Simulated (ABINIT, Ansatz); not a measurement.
# Li3SeF (Pm-3m): zone-centre phonons

Aim: the zone-centre modes of Li3SeF (Pm-3m).

Calculated with ABINIT 10.8.3; DFT PBEsol, scalar-relativistic, plane waves, PseudoDojo norm-conserving pseudopotentials.

Report form: the programs' logs are mostly left out.

The structure was built from a prototype and need not be the compound's stable phase.

### 1. The starting structure

Symmetry: Pm-3m, No. 221, cubic system. Conventional cell: a = 4.684 Å, b = 4.684 Å, c = 4.684 Å, α = 90.00°, β = 90.00°, γ = 90.00°. Nearest to F lie 12 Li at 3.31 Å. Nearest to Se lie 6 Li at 2.34 Å. Nearest to Li lie 2 Se at 2.34 Å. Farther neighbours and most contacts between anions are not listed.

Structure file:

```cif
data_structure
_symmetry_space_group_name_H-M 'Pm-3m'
_symmetry_Int_Tables_number 221
_cell_length_a 4.6844
_cell_length_b 4.6844
_cell_length_c 4.6844
_cell_angle_alpha 90.000
_cell_angle_beta 90.000
_cell_angle_gamma 90.000
_cell_volume 102.80
loop_
_atom_site_label
_atom_site_type_symbol
_atom_site_symmetry_multiplicity
_atom_site_Wyckoff_symbol
_atom_site_fract_x
_atom_site_fract_y
_atom_site_fract_z
_atom_site_occupancy
F1 F 1 a 0.00000 0.00000 0.00000 1
Se1 Se 1 b 0.50000 0.50000 0.50000 1
Li1 Li 3 c 0.50000 0.50000 0.00000 1
```

### 2. Relaxation

The harmonic expansion needs vanishing forces, and a free crystal bears no stress, so cell and atoms are brought to rest. Stress is more sensitive to the basis than forces are: the last 3 Ha under the cutoff are smoothed with ecutsm, and the cutoff is raised above that of the later runs.

The starting cell comes from a relaxation made beforehand in Ansatz (PBEsol, PseudoDojo NC).

The input, relax.abi:

```
# relaxation
ionmov 2
optcell 2
dilatmx 1.08
ntime 40
tolmxf 1.0d-05
tolvrs 1.0d-14
prtwf 0
prtden 0
chksymtnons 0

# basis, mesh and filling
ecut 48.0
ecutsm 3.0
ngkpt 4 4 4
nshiftk 1
shiftk 0.0 0.0 0.0
istwfk *1
occopt 1
nband 16
nstep 100
diemac 9.0
prtebands 0
prtgsr 0
useylm 1

# cell and atoms
acell 3*1.0 Angstrom
rprim 
    4.684437125 0.0 0.0
    0.0 4.684437125 0.0
    0.0 0.0 4.684437125
ntypat 3
znucl 9 34 3
natom 5
typat 1 2 3 3 3
xred 
    0.0 0.0 0.0
    0.5 0.5 0.5
    0.5 0.5 0.0
    0.5 0.0 0.5
    0.0 0.5 0.5
pp_dirpath "./pseudo"
pseudos "F.upf, Se.upf, Li.upf"
```

Command:

```bash
$ OMP_NUM_THREADS=1 mpirun -n 4 abinit relax.abi > relax.log
```

Wall time 49 s (4 MPI ranks of Arm Neoverse V1, shared host).

Little changed from the start: no atom moved by 0.005 Å and no cell edge by 0.1 %.

Read from the output:

| Quantity | Value |
| --- | --- |
| volume per atom | 20.56 Å³ |
| pressure | 0.002580 GPa |

### 3. Self-consistent run for the response

First-order wavefunctions inherit every error of the ground state, hence the very tight tolvrs. The mesh is shifted off Γ, since shifted meshes converge sums over the zone faster.

The input, gs.abi:

```
# ground state
tolvrs 1.0d-16
prtden 1
prtwf 1

# basis, mesh and filling
ecut 39.0
ngkpt 4 4 4
nshiftk 1
shiftk 0.5 0.5 0.5
istwfk *1
occopt 1
nband 16
nstep 100
diemac 9.0
prtebands 0
prtgsr 0
useylm 1

# cell and atoms
acell 3*1.0 Angstrom
rprim 
    4.684437128 0.0 0.0
    0.0 4.684437128 0.0
    0.0 0.0 4.684437128
ntypat 3
znucl 9 34 3
natom 5
typat 1 2 3 3 3
xred 
    0.0 0.0 0.0
    0.5 0.5 0.5
    0.5 0.5 0.0
    0.5 0.0 0.5
    0.0 0.5 0.5
pp_dirpath "./pseudo"
pseudos "F.upf, Se.upf, Li.upf"
```

Command:

```bash
$ OMP_NUM_THREADS=1 mpirun -n 4 abinit gs.abi > gs.log
```

The job ended after 14 s (4 MPI ranks; 56 s of CPU time).

Read from the output:

| Property | Result |
| --- | --- |
| pressure | -0.1807 GPa |

The cell stands at -0.18 GPa: the relaxation ran with a smoothed and higher cutoff and on another k mesh.

### 4. The gap at rest

Empty bands on the ground state's density check that the gap assumed so far is there in this cell.

The input, gap.abi:

```
# empty bands on the ground state's density
iscf -2
getden_filepath "gso_DEN"
tolwfr 1.0d-12
nbdbuf 2
prtwf 0

# basis, mesh and filling
ecut 39.0
ngkpt 4 4 4
nshiftk 1
shiftk 0.0 0.0 0.0
istwfk *1
occopt 1
nband 20
nstep 100
diemac 9.0
prtebands 0
prtgsr 0
useylm 1

# cell and atoms
acell 3*1.0 Angstrom
rprim 
    4.684437128 0.0 0.0
    0.0 4.684437128 0.0
    0.0 0.0 4.684437128
ntypat 3
znucl 9 34 3
natom 5
typat 1 2 3 3 3
xred 
    0.0 0.0 0.0
    0.5 0.5 0.5
    0.5 0.5 0.0
    0.5 0.0 0.5
    0.0 0.5 0.5
pp_dirpath "./pseudo"
pseudos "F.upf, Se.upf, Li.upf"
```

Command:

```bash
$ OMP_NUM_THREADS=1 mpirun -n 4 abinit gap.abi > gap.log
```

Run time: 14 s. Hardware: 4 MPI ranks; 56 s of CPU time.

Read from the output:

```
gap on the k-mesh : 3.406 eV
```

In this cell the gap on the mesh is 3.4 eV, indirect (smallest direct 3.5 eV), so fixed occupations hold.

### 5. Zone-centre response

The derivative of the wavefunctions by k comes first, since the response to a field is built on it; then the field and the displacements that symmetry doesn't supply are solved at q = 0.

It reads the wavefunctions written in step 3.

The input, dfpt_gamma.abi:

```
ndtset 2

# common to the responses
getwfk_filepath "gso_WFK"
kptopt 2
nqpt 1
qpt 0.0 0.0 0.0
asr 0
chneut 0

# d/dk
rfelfd1 2
rfdir1 1 1 1
iscf1 -3
tolwfr1 1.0d-20

# displacements, field
rfphon2 1
rfatpol2 1 5
rfdir2 1 1 1
rfelfd2 3
getddk2 1
tolvrs2 1.0d-10
prtwf2 0

# basis, mesh and filling
ecut 39.0
ngkpt 4 4 4
nshiftk 1
shiftk 0.5 0.5 0.5
istwfk *1
occopt 1
nband 16
nstep 100
diemac 9.0
prtebands 0
prtgsr 0
useylm 1

# cell and atoms
acell 3*1.0 Angstrom
rprim 
    4.684437128 0.0 0.0
    0.0 4.684437128 0.0
    0.0 0.0 4.684437128
ntypat 3
znucl 9 34 3
natom 5
typat 1 2 3 3 3
xred 
    0.0 0.0 0.0
    0.5 0.5 0.5
    0.5 0.5 0.0
    0.5 0.0 0.5
    0.0 0.5 0.5
pp_dirpath "./pseudo"
pseudos "F.upf, Se.upf, Li.upf"
```

Command:

```bash
$ OMP_NUM_THREADS=1 mpirun -n 4 abinit dfpt_gamma.abi > dfpt_gamma.log
```

Wall time 3.6 min (4 MPI ranks); 14 min of CPU time.

Read from the output:

```
miss of the charge sum rule                                       : 0.001464 e
largest acoustic frequency at the zone centre before the sum rule : 4.11 cm⁻¹
highest optical zone-centre mode (no LO-TO term)                  : 584.7 cm⁻¹
lowest optical zone-centre mode                                   : -207.1 cm⁻¹
mean high-frequency dielectric constant                           : 2.733
largest Born charge in size (third of the trace)                  : 1.424 e
```

Born charge (rows field, columns displacement), before the sum rule (e), principal values of the symmetric part by kind of site:

```
atom  atoms with these values    low  middle   high   mean
  F1                        1  -1.42   -1.42  -1.42  -1.42
 Se2                        1  -1.36   -1.36  -1.36  -1.36
 Li3                        3   0.75    0.75   1.29   0.93
```

In full for Se2:

```
-1.36  0.00  0.00
 0.00 -1.36  0.00
 0.00  0.00 -1.36
```

High-frequency dielectric tensor:

```
2.73 0.00 0.00
0.00 2.73 0.00
0.00 0.00 2.73
```

The acoustic modes at Γ come out as far as 4.1 cm⁻¹ from zero, where they should vanish, a small numerical error; the Born charges miss their sum rule by 0.0015 e, which is good. The lowest optical mode is imaginary, 207i cm⁻¹, an instability at this level and on this k mesh.

### 6. Modes with the sum rule

anaddb reads the merged derivatives and imposes the acoustic sum rule.

The input, anaddb.abi:

```
ddb_filepath "gamma_DDB"
output_file "anaddb.abo"
outdata_prefix "anaddb"
asr 1
chneut 1
enunit 2
eivec 1
nph1l 1
qph1l 0.0 0.0 0.0 1.0
dieflag 1
nph2l 3
qph2l 
    1.0 0.0 0.0 0.0
    0.0 0.0 1.0 0.0
    1.0 1.0 1.0 0.0
```

The input, mrgddb.in:

```
gamma_DDB
merged
2
dfpt_gammao_DS2_DDB
gso_DDB
```

Command:

```bash
$ mrgddb < mrgddb.in > mrgddb.log
$ OMP_NUM_THREADS=1 anaddb anaddb.abi > anaddb.log
```

The job ended after 0.53 s (1 thread).

The program refused the input: “The lowest mode appears to be a "true" negative mode, and not an acoustic mode”.

With an imaginary mode the lattice part of the dielectric tensor has no meaning; dieflag 2 would ask for the electronic part alone. The modes stand as the response run printed them.

### 7. The same in Ansatz

The same cell, potentials and cutoff go through another code, on another k mesh. Its k mesh is centred on Γ.

This step: DFT PBEsol, scalar-relativistic, plane waves, PseudoDojo norm-conserving pseudopotentials (Ansatz 0.2.0).

The input, input.yaml:

```yaml
crystal:
  lattice:
    - [4.6844371282, 0.0, 0.0]
    - [0.0, 4.6844371282, 0.0]
    - [0.0, 0.0, 4.6844371282]
  atoms:
    - { symbol: F, position: [0.0, 0.0, 0.0] }
    - { symbol: Se, position: [0.5, 0.5, 0.5] }
    - { symbol: Li, position: [0.5, 0.5, 0.0] }
    - { symbol: Li, position: [0.5, 0.0, 0.5] }
    - { symbol: Li, position: [0.0, 0.5, 0.5] }
kpoints:
  mp_grid: { grid: [4, 4, 4] }
hamiltonian:
  xc: pbesol
  pseudopotentials: { kind: nc, accuracy: standard }
scf:
  occupations: { method: fixed }
output:
  eigenvalues: true
basis:
  ecutwfc: 1061.244
phonons:
  method: dfpt
  dielectric: true
  rigid_motions: translations
```

Command:

```bash
$ ansatz run input.yaml --threads 4 --pin off --max-ram 8192MiB --backend cpu --events-out ev --progress --plain --runs-dir out
```

Elapsed: 50 s, on 4 threads; peak memory 1.3 GiB; 3.2 min of CPU time.

Numbers from this step:

```yaml
gap_on_the_k_mesh: 3.405 eV
sum_rule_residual_before_enforcement: 7.15e-4 eV/Å²
miss_of_the_charge_sum_rule: 3.80e-4 e
estimated_error_of_the_dielectric_tensor: 0.006266
estimated_error_of_the_born_charges: 0.01750 e
highest_optical_zone_centre_mode_no_lo_to_term: 585.0 cm⁻¹
mean_high_frequency_dielectric_constant: 2.734
highest_mode_moved_by_the_lo_to_term: 625.3 cm⁻¹
```

Transverse modes; imaginary modes left out. Lines of the infrared spectrum (strongest = 100):

```
position (cm⁻¹)  label  IR intensity ((D/Å)²/amu), degenerate modes summed, relative
            129    T1u                                                           0.4
            585    T1u                                                           100
```

### 8. Side by side: ABINIT PseudoDojo and Ansatz, PseudoDojo

Worked out from the results:

* root-mean-square difference: 0.17 cm⁻¹
* largest difference: 0.28 cm⁻¹

The 12 of 12 modes that differ most. Frequencies side by side:

```
q (reciprocal lattice)  mode  ABINIT PseudoDojo (cm⁻¹)  Ansatz, PseudoDojo (cm⁻¹)
                 0 0 0     1                    -207.1                     -207.1
                 0 0 0     2                    -207.1                     -207.1
                 0 0 0     3                    -207.1                     -207.1
                 0 0 0     4                      -171                     -171.1
                 0 0 0     5                      -171                     -171.1
                 0 0 0     6                      -171                     -171.1
                 0 0 0    10                     129.2                      129.1
                 0 0 0    11                     129.2                      129.1
                 0 0 0    12                     129.2                      129.1
                 0 0 0    13                     584.7                        585
                 0 0 0    14                     584.7                        585
                 0 0 0    15                     584.7                        585
```

The two runs side by side. Further quantities:

```
                                                                               quantity  ABINIT PseudoDojo  Ansatz, PseudoDojo
                                                                                mean ε∞              2.733               2.734
largest Born charge in size (e; the first before, the second after the charge sum rule)              1.424               1.424
```

At the zone centre the largest difference (acoustic modes at Γ apart) is 0.05 % of the highest mode.

### 9. Outcome

* space group after relaxation: Pm-3m
* volume per atom: 20.6 Å³
* highest optical zone-centre mode (no LO-TO term): 584.7 cm⁻¹
* lowest optical zone-centre mode: -207.1 cm⁻¹
* mean high-frequency dielectric constant: 2.73
* largest Born charge in size (third of the trace): 1.42 e
* largest difference from Ansatz, PseudoDojo: 0.28 cm⁻¹

At the PBEsol level the optical modes of Li3SeF (Pm-3m) at the zone centre (no LO-TO term) run from 207i to 585 cm⁻¹, so the structure is a saddle point, with 6 modes beyond 10i cm⁻¹ there. ABINIT PseudoDojo and Ansatz, PseudoDojo agree to 0.28 cm⁻¹ (0.05 % of the highest mode compared) on all solved modes but the acoustic ones at Γ, without the LO-TO term. These are harmonic frequencies at zero temperature: anharmonic shifts and linewidths and thermal expansion are left out. Ansatz warns that the cutoff lies 9 % under the one recommended for these files; agreement at one cutoff is not convergence. The structure is a hypothetical one, built on a prototype.

[Host names and launcher messages were left out of these logs when they were recorded.]

[Logs are printed without paths, hosts, clocks, repeated set-up lines and the standing remarks that a program may print on its own settings, such as how far it seeks lower states.]

[Hosts, paths, dates, database ids (printed as entryN), source tags and the programs' standing remarks are cut or masked in the printed files.]
